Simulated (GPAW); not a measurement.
Computed F K edges (GPAW, LDA (with +U on some cations), full core hole (charged cell), supercells with 5.1 to 7.0 Å between holes, Gaussian full width 0.9 eV up to 4 eV, rising linearly to 3.5 eV at 25 eV) of these absorbers are given in random order:
A. ScOF (P4/nmm): 4 Sc at 2.37 Å (distorted tetrahedral, site symmetry -4m2)
B. KCrF3 (C2/m): 1 Cr at 2.00 Å and 1 Cr at 2.02 Å (bent, 166°, site symmetry m)
C. Ba2NF (R-3m): 6 Ba at 2.95 Å (octahedral, site symmetry -3m)

Energy from 679.5 eV of photon energy (total-energy differences plus the lowest empty eigenvalue of the charged cell, less 9.9 eV, the free-atom term for the hole's spin; none where the hole was spin-polarised); mean of 1 over the first 20 eV. In the free atom LDA prices this hole about 5 eV below PBE, which is itself good to a few eV.

```csv
E (eV),spectrum 1,spectrum 2,spectrum 3
-2.0,0.00,0.00,0.00
-1.0,0.00,0.00,0.00
0.0,0.00,0.12,0.00
1.0,0.32,1.25,0.18
2.0,1.14,1.87,0.67
3.0,1.47,1.02,1.08
4.0,0.96,1.12,1.40
5.0,0.24,1.31,1.86
6.0,0.68,1.11,1.85
7.0,1.13,1.02,1.16
8.0,1.18,0.54,1.13
9.0,1.54,0.41,1.38
10.0,1.09,0.29,1.15
11.0,0.53,0.39,0.83
12.0,1.01,0.64,0.60
13.0,1.29,1.20,0.46
14.0,1.12,1.97,0.52
15.0,0.92,1.97,0.75
16.0,0.78,1.42,0.98
17.0,0.65,0.91,1.07
18.0,0.76,0.62,1.01
19.0,1.04,0.54,0.90
20.0,1.27,0.51,0.79
21.0,1.28,0.49,0.71
22.0,1.01,0.54,0.74
23.0,0.67,0.71,0.86
24.0,0.45,0.94,1.02
25.0,0.35,1.12,1.14
26.0,0.35,1.21,1.18
27.0,0.42,1.25,1.12
28.0,0.55,1.26,1.04
29.0,0.66,1.25,1.02
30.0,0.73,1.20,1.06
```

**Question.** Which spectrum belongs to which crystal?

Spectrum 1 is A (rising edge 680.8 eV, maxima 2.0 eV (1.54) and 7.9 eV (1.58) above its zero). Spectrum 2 is C (rising edge 680.1 eV, maxima 1.9 eV (1.88) and 14.5 eV (2.09) above its zero). Spectrum 3 is B (rising edge 681.2 eV, maxima 1.2 eV (0.67), 2.8 eV (1.64) and 4.7 eV (2.03) above its zero). After the best relative shift (up to 4 eV allowed) the most alike pair, Ba2NF (R-3m) and KCrF3 (C2/m), differs by 44 % r.m.s., the least alike, Ba2NF (R-3m) and ScOF (P4/nmm), by 57 %. Between 0 and 20 eV on the axis shown, these two part most near 9.4 eV, where ScOF (P4/nmm) is higher by 1.2. The rising edges span 1.2 eV, lowest for Ba2NF (R-3m).

The hole lies in one spin channel, while the script sums the empty states of both and takes the lower zero; where the two channels are split, this blurs and shifts the curve. The spins start ferromagnetically in a simple order, which needn't be the measured one; gap and edge can depend on it. Lifetime broadening is put in by hand, and intensities beyond about 20 eV depend on it. Meshes are coarse enough for small ripples in ScOF (P4/nmm), KCrF3 (C2/m) and Ba2NF (R-3m). Some cells keep the holes under 6.5 Å apart, so shapes are probably not fully converged. KCrF3 (C2/m) has several inequivalent sites of the absorber; only the listed one is shown, while a measurement adds them all. The structures are entries of the Crystallography Open Database and the Materials Project (computed), used as given.

[Logs are printed without paths, hosts, clocks, repeated set-up lines and the standing remarks that a program may print on its own settings, such as how far it seeks lower states.]

[Hosts, paths, dates, database ids (printed as entryN), source tags and the programs' standing remarks are cut or masked in the printed files.]
